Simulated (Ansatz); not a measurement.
## Band gap of Sn2S3 (Ottemannite) from density functionals to GW

What gap does each level of theory give for Sn2S3 (Ottemannite), and in what time?

Main program and level: Ansatz 0.2.0; density functionals, hybrids and G0W0, plane waves, PAW.

Report form: the programs' logs are mostly left out.

In doubt: masses and optical values from hybrid runs of this build are listed as unsure (step 8), which bears on the screening that GW takes from such a start.

## Step 1: Set-up

The structure is orthorhombic, space group Pnma (No. 62). The conventional cell has a = 8.878 Å, b = 3.751 Å, c = 14.020 Å, α = 90.00°, β = 90.00°, γ = 90.00°. Nearest to Sn lie 6 S at 2.50 to 2.60 Å. Nearest to Sn lie 4 S at 2.65 to 3.14 Å. Nearest to S lie 4 Sn at 2.57 to 3.14 Å. Nearest to S lie 3 Sn at 2.56 to 2.77 Å. Nearest to S lie 3 Sn at 2.50 to 2.65 Å. Farther neighbours and most contacts between anions are not listed.

The cell and positions come from the Crystallography Open Database and are kept as given unless a step says otherwise. The default PAW set here is soft_2. Its files were made with PBE.

## Step 2: LDA on the 4×6×2 mesh

This step: DFT, LDA, plane waves, PAW.

The input, input.yaml:

```yaml
crystal:
  lattice:
    - [8.878, 0.0, 0.0]
    - [0.0, 3.751, 0.0]
    - [0.0, 0.0, 14.02]
  atoms:
    - { symbol: Sn, position: [0.16494, 0.25, 0.05195] }
    - { symbol: Sn, position: [0.33506, 0.75, 0.55195] }
    - { symbol: Sn, position: [0.66494, 0.25, 0.44805] }
    - { symbol: Sn, position: [0.83506, 0.75, 0.94805] }
    - { symbol: Sn, position: [0.48509, 0.75, 0.16936] }
    - { symbol: Sn, position: [0.01491, 0.25, 0.66936] }
    - { symbol: Sn, position: [0.98509, 0.75, 0.33064] }
    - { symbol: Sn, position: [0.51491, 0.25, 0.83064] }
    - { symbol: S, position: [0.98047, 0.75, 0.1064] }
    - { symbol: S, position: [0.51953, 0.25, 0.6064] }
    - { symbol: S, position: [0.48047, 0.75, 0.3936] }
    - { symbol: S, position: [0.01953, 0.25, 0.8936] }
    - { symbol: S, position: [0.33879, 0.75, 0.99524] }
    - { symbol: S, position: [0.16121, 0.25, 0.49524] }
    - { symbol: S, position: [0.83879, 0.75, 0.50476] }
    - { symbol: S, position: [0.66121, 0.25, 0.00476] }
    - { symbol: S, position: [0.28631, 0.25, 0.21246] }
    - { symbol: S, position: [0.21369, 0.75, 0.71246] }
    - { symbol: S, position: [0.78631, 0.25, 0.28754] }
    - { symbol: S, position: [0.71369, 0.75, 0.78754] }
kpoints:
  mp_grid: { grid: [4, 6, 2] }
  band_path:
    path:
      - [0.0, 0.0, 0.0]
      - [0.5, 0.0, 0.0]
      - [0.5, 0.5, 0.0]
      - [0.0, 0.5, 0.0]
      - [0.0, 0.0, 0.5]
      - [0.5, 0.0, 0.5]
      - [0.5, 0.5, 0.5]
      - [0.0, 0.5, 0.5]
      - [0.1, 0.0, 0.0]
      - [0.0, 0.0, 0.45]
    npoints: 1
hamiltonian:
  xc: lda
scf:
  occupations: { method: fixed }
  n_extra_bands: 10
output:
  eigenvalues: true
  forces: true
  stress: true
```

Command:

```
> ansatz run input.yaml --threads 24 --pin off --max-ram 82944MiB --backend cuda --events-out ev --progress --plain --runs-dir out --devices 1 --max-vram 78GiB
```

It took 1.8 s on 1 × NVIDIA GB200 (shared by 2 runs) with 24 threads of Arm Neoverse V2, shared host; peak memory 1.1 GiB; 9.4 s of CPU time.

Numbers from this step:

* pressure: -1.586 GPa
* gap: 0.5312 eV
* valence top at: k = (0.100, 0.000, 0.000)
* conduction bottom at: T
* least direct gap: 0.6218 eV

Over mesh and listed points the gap is 0.531 eV, from k = (0.100, 0.000, 0.000) to k = (0.000, 0.500, 0.500). The least direct gap found is 0.622 eV, at k = (0.000, 0.000, 0.450). On the 4×6×2 mesh alone the same run gives 0.594 eV, so that mesh misses an edge of LDA: 0.594 − 0.531 = +0.063 eV.

## Step 3: r2SCAN on the 4×6×2 mesh

Levels along a band path and on the mesh show where this functional puts the band edges.

This step: DFT, r2SCAN, plane waves, PAW.

input.yaml: that of step 2 with these lines changed.

```diff
@@ -30,17 +30,11 @@
     path:
-      - [0.0, 0.0, 0.0]
-      - [0.5, 0.0, 0.0]
-      - [0.5, 0.5, 0.0]
-      - [0.0, 0.5, 0.0]
-      - [0.0, 0.0, 0.5]
-      - [0.5, 0.0, 0.5]
-      - [0.5, 0.5, 0.5]
-      - [0.0, 0.5, 0.5]
-      - [0.1, 0.0, 0.0]
-      - [0.0, 0.0, 0.45]
-    npoints: 1
+      - [[0.0, 0.0, 0.0], [0.5, 0.0, 0.0], [0.5, 0.5, 0.0], [0.0, 0.5, 0.0], [0.0, 0.0, 0.0], [0.0, 0.0, 0.5], [0.5, 0.0, 0.5], [0.5, 0.5, 0.5], [0.0, 0.5, 0.5], [0.0, 0.0, 0.5]]
+      - [[0.5, 0.0, 0.0], [0.5, 0.0, 0.5]]
+      - [[0.0, 0.5, 0.0], [0.0, 0.5, 0.5]]
+      - [[0.5, 0.5, 0.0], [0.5, 0.5, 0.5]]
+    npoints: 10
 hamiltonian:
-  xc: lda
+  xc: r2scan
 scf:
-  occupations: { method: fixed }
+  occupations: { method: fermi_dirac, width: 0.02 }
   n_extra_bands: 10
```

The job ended after 5.2 s (1 × NVIDIA GB200 (shared by 2 runs) with 24 threads; peak memory 1.8 GiB).

Numbers from this step:

```yaml
pressure: 1.470 GPa
filled_bands: 92
gap: 0.8298 eV
valence_top_at: k = (0.100, 0.000, 0.000)
conduction_bottom_at: T
least_direct_gap: 0.9166 eV
```

Over mesh and path the gap is 0.830 eV, from k = (0.100, 0.000, 0.000) to k = (0.000, 0.500, 0.500). The least direct gap found is 0.917 eV, at k = (0.000, 0.000, 0.450). On the 4×6×2 mesh alone the same run gives 0.876 eV, so that mesh misses an edge of r2SCAN: 0.876 − 0.830 = +0.046 eV. r2SCAN against LDA: 0.830 − 0.531 = +0.299 eV. The runs also differ in plane-wave cutoff (420 eV and 500 eV), so how much of this comes from the functional alone is not known.

## Step 4: r2SCAN+SOC on the 4×6×2 mesh

This run has two-component orbitals with spin-orbit coupling.

This step: DFT, r2SCAN with spin-orbit coupling, plane waves, PAW.

input.yaml: that of step 3 with these lines changed.

```diff
@@ -30,7 +30,13 @@
     path:
-      - [[0.0, 0.0, 0.0], [0.5, 0.0, 0.0], [0.5, 0.5, 0.0], [0.0, 0.5, 0.0], [0.0, 0.0, 0.0], [0.0, 0.0, 0.5], [0.5, 0.0, 0.5], [0.5, 0.5, 0.5], [0.0, 0.5, 0.5], [0.0, 0.0, 0.5]]
-      - [[0.5, 0.0, 0.0], [0.5, 0.0, 0.5]]
-      - [[0.0, 0.5, 0.0], [0.0, 0.5, 0.5]]
-      - [[0.5, 0.5, 0.0], [0.5, 0.5, 0.5]]
-    npoints: 10
+      - [0.0, 0.0, 0.0]
+      - [0.5, 0.0, 0.0]
+      - [0.5, 0.5, 0.0]
+      - [0.0, 0.5, 0.0]
+      - [0.0, 0.0, 0.5]
+      - [0.5, 0.0, 0.5]
+      - [0.5, 0.5, 0.5]
+      - [0.0, 0.5, 0.5]
+      - [0.1, 0.0, 0.0]
+      - [0.0, 0.0, 0.45]
+    npoints: 1
 hamiltonian:
@@ -39,3 +45,6 @@
   occupations: { method: fermi_dirac, width: 0.02 }
-  n_extra_bands: 10
+  n_extra_bands: 20
+magnetization:
+  noncollinear: true
+  spin_orbit: true
 output:
```

It took 6.8 s on 1 × NVIDIA GB200 (shared by 2 runs) with 24 threads; peak memory 2.5 GiB.

Numbers from this step:

| Property | Result |
| --- | --- |
| pressure | 1.435 GPa |
| gap | 0.8307 eV |
| valence top at | k = (0.100, 0.000, 0.000) |
| conduction bottom at | T |
| least direct gap | 0.9148 eV |

Over mesh and listed points the gap is 0.831 eV, from k = (0.100, 0.000, 0.000) to k = (0.000, 0.500, 0.500). The least direct gap found is 0.915 eV, at k = (0.000, 0.000, 0.450). On the 4×6×2 mesh alone the same run gives 0.876 eV, so that mesh misses an edge of r2SCAN+SOC: 0.876 − 0.831 = +0.045 eV. r2SCAN+SOC against r2SCAN: 0.831 − 0.830 = +0.001 eV, with the same mesh, set of files (read in its fully relativistic form for the spin-orbit run) and cutoff, and both edges at the same k points. The spin-orbit run sees mesh and listed points alone, so its gap is an upper bound: the coupling can move an edge off these points, and the change over the zone, its sign included where it is small, is not known.

## Step 5: HSE06 on the 2×4×2 mesh

HSE06 mixes in a quarter of exact exchange at short range.

This step: DFT, HSE06, plane waves, PAW.

input.yaml: that of step 4 with these lines changed.

```diff
@@ -27,3 +27,3 @@
 kpoints:
-  mp_grid: { grid: [4, 6, 2] }
+  mp_grid: { grid: [2, 4, 2] }
   band_path:
@@ -42,12 +42,7 @@
 hamiltonian:
-  xc: r2scan
+  xc: hse06
 scf:
-  occupations: { method: fermi_dirac, width: 0.02 }
-  n_extra_bands: 20
-magnetization:
-  noncollinear: true
-  spin_orbit: true
+  occupations: { method: fixed }
+  n_extra_bands: 10
 output:
   eigenvalues: true
-  forces: true
-  stress: true
```

Wall time 23 s (1 × NVIDIA GB200 (shared by 2 runs) with 24 threads); peak memory 2.9 GiB; 4.4 min of CPU time.

This step gave:

```yaml
gap: 1.225 eV
valence_top_at: k = (0.100, 0.000, 0.000)
conduction_bottom_at: T
least_direct_gap: 1.292 eV
exact_exchange_fraction: 0.25
```

Over mesh and listed points the gap is 1.225 eV, from k = (0.100, 0.000, 0.000) to k = (0.000, 0.500, 0.500). The least direct gap found is 1.292 eV, at k = (0.000, 0.000, 0.450). On the 2×4×2 mesh alone the same run gives 1.280 eV, so that mesh misses an edge of HSE06: 1.280 − 1.225 = +0.055 eV. HSE06 against LDA: 1.225 − 0.531 = +0.694 eV. The runs also differ in mesh (4×6×2 and 2×4×2), so how much of this comes from the functional alone is not known.

## Step 6: PBE0 on the 2×4×2 mesh

PBE0 mixes in a quarter of exact exchange at all distances.

This step: DFT, PBE0, plane waves, PAW.

input.yaml: that of step 5 with these lines changed.

```diff
@@ -42,3 +42,3 @@
 hamiltonian:
-  xc: hse06
+  xc: pbe0
 scf:
```

Run time: 22 s. Hardware: 1 × NVIDIA GB200 (shared by 2 runs) with 24 threads; peak memory 2.9 GiB; 4.4 min of CPU time.

This step gave:

```yaml
gap: 1.874 eV
valence_top_at: k = (0.100, 0.000, 0.000)
conduction_bottom_at: T
least_direct_gap: 1.944 eV
exact_exchange_fraction: 0.25
```

Over mesh and listed points the gap is 1.874 eV, from k = (0.100, 0.000, 0.000) to k = (0.000, 0.500, 0.500). The least direct gap found is 1.944 eV, at k = (0.000, 0.000, 0.450). On the 2×4×2 mesh alone the same run gives 1.934 eV, so that mesh misses an edge of PBE0: 1.934 − 1.874 = +0.060 eV. PBE0 against HSE06: 1.874 − 1.225 = +0.649 eV, with the same mesh, files and cutoff, and both edges at the same k points.

## Step 7: G0W0@r2SCAN, 2×4×2 mesh, 905 empty bands, screening to 90 eV

G0W0 replaces the xc potential by a self-energy built once from the orbitals of the start. Levels are corrected in the window of bands that the input names, at points of the mesh.

This step: G0W0 on r2SCAN, plane waves, PAW.

input.yaml: that of step 6 with these lines changed.

```diff
@@ -28,21 +28,11 @@
   mp_grid: { grid: [2, 4, 2] }
-  band_path:
-    path:
-      - [0.0, 0.0, 0.0]
-      - [0.5, 0.0, 0.0]
-      - [0.5, 0.5, 0.0]
-      - [0.0, 0.5, 0.0]
-      - [0.0, 0.0, 0.5]
-      - [0.5, 0.0, 0.5]
-      - [0.5, 0.5, 0.5]
-      - [0.0, 0.5, 0.5]
-      - [0.1, 0.0, 0.0]
-      - [0.0, 0.0, 0.45]
-    npoints: 1
 hamiltonian:
-  xc: pbe0
+  xc: r2scan
 scf:
   occupations: { method: fixed }
-  n_extra_bands: 10
-output:
-  eigenvalues: true
+gw:
+  n_empty_bands: 905
+  ecut_chi: 90.0
+  qp_bands: [v4, c4]
+  qp_kpoints: band_edges
+  screening: { model: contour_deformation }
```

The job ended after 37 s (1 × NVIDIA GB200 (shared by 2 runs) with 24 threads; peak memory 8.4 GiB; 2 min of CPU time).

This step gave:

```
bands summed                                    : 997
RPA ε∞ on this mesh (eigenvalues)               : 8.216, 8.223, 8.425
plane waves in the screening matrix             : 885
G0W0 gap over the corrected points              : 1.422 eV
k of the valence top                            : 0, 0, 0
k of the conduction bottom                      : 0, -0.5, -0.5
starting gap on the mesh                        : 0.8819 eV
Z at the valence top                            : 0.7632
Z at the conduction bottom                      : 0.7792
least direct G0W0 gap over the corrected points : 1.438 eV
```

Over 11 of 12 irreducible mesh points the G0W0 gap is 1.422 eV, from k = Γ to k = (0.000, -0.500, -0.500). The r2SCAN gap of this run on the mesh is 0.882 eV. The two states that bound the G0W0 gap lie that far apart at the start, so the correction of the gap is 1.422 − 0.882 = +0.540 eV.

## Step 8: G0W0@HSE06, 2×4×2 mesh, 420 empty bands, screening to 54 eV

This step: G0W0 on HSE06, plane waves, PAW.

input.yaml: that of step 7 with these lines changed.

```diff
@@ -29,3 +29,3 @@
 hamiltonian:
-  xc: r2scan
+  xc: hse06
 scf:
@@ -33,4 +33,4 @@
 gw:
-  n_empty_bands: 905
-  ecut_chi: 90.0
+  n_empty_bands: 420
+  ecut_chi: 54
   qp_bands: [v4, c4]
```

Wall time 56 s (1 × NVIDIA GB200 (shared by 2 runs) with 24 threads); peak memory 4.3 GiB; 4 min of CPU time.

Numbers from this step:

| Quantity | Value |
| --- | --- |
| bands summed | 512 |
| RPA ε∞ on this mesh (eigenvalues) | 7.133, 7.189, 7.577 |
| plane waves in the screening matrix | 423 |
| G0W0 gap over the corrected points | 1.547 eV |
| k of the valence top | 0, 0, 0 |
| k of the conduction bottom | 0, 0, -0.5 |
| starting gap on the mesh | 1.280 eV |
| Z at the valence top | 0.7856 |
| Z at the conduction bottom | 0.8011 |
| least direct G0W0 gap over the corrected points | 1.570 eV |

Over 10 of 12 irreducible mesh points the G0W0 gap is 1.547 eV, from k = Γ to k = (0.000, 0.000, -0.500). The HSE06 gap of this run on the mesh is 1.280 eV. Other states bound it: the two that bound the G0W0 gap lie 1.300 eV apart in HSE06, so state for state the correction is 1.547 − 1.300 = +0.247 eV, while gap against gap it is 1.547 − 1.280 = +0.267 eV. G0W0@HSE06 against G0W0@r2SCAN with 512 bands (a further run, in the table below): 1.547 − 1.392 = +0.155 eV. The runs also differ in plane-wave cutoff (500 eV and 420 eV), so how much of this comes from the start alone is not known.

(Continued in part 2 of 2.)

[Paths, hosts, dates, memory and timing lines, banners, echoed tables and standing remarks are left out of the program output.]

[Logs are printed without paths, hosts, clocks, repeated set-up lines and the standing remarks that a program may print on its own settings, such as how far it seeks lower states.]

[Runs of the session that timed out or met a known fault of the program may be left out.]

[Cells called generated may have been cut or substituted from an entry of the Crystallography Open Database or the Materials Project.]

[Hosts, paths, dates, database ids (printed as entryN), source tags and the programs' standing remarks are cut or masked in the printed files.]

[Where an RPA ε∞ is given, it is that of the G0W0 mesh and is not shown converged in it. Names of k-points follow the symmetry that the program found, which can be lower than the space group named. Band edges on a path are those of the sampled points; other points can move an edge, and change direct to indirect where valleys lie close.]

[Hybrid gaps are those of their k-mesh and are not shown converged in it.]
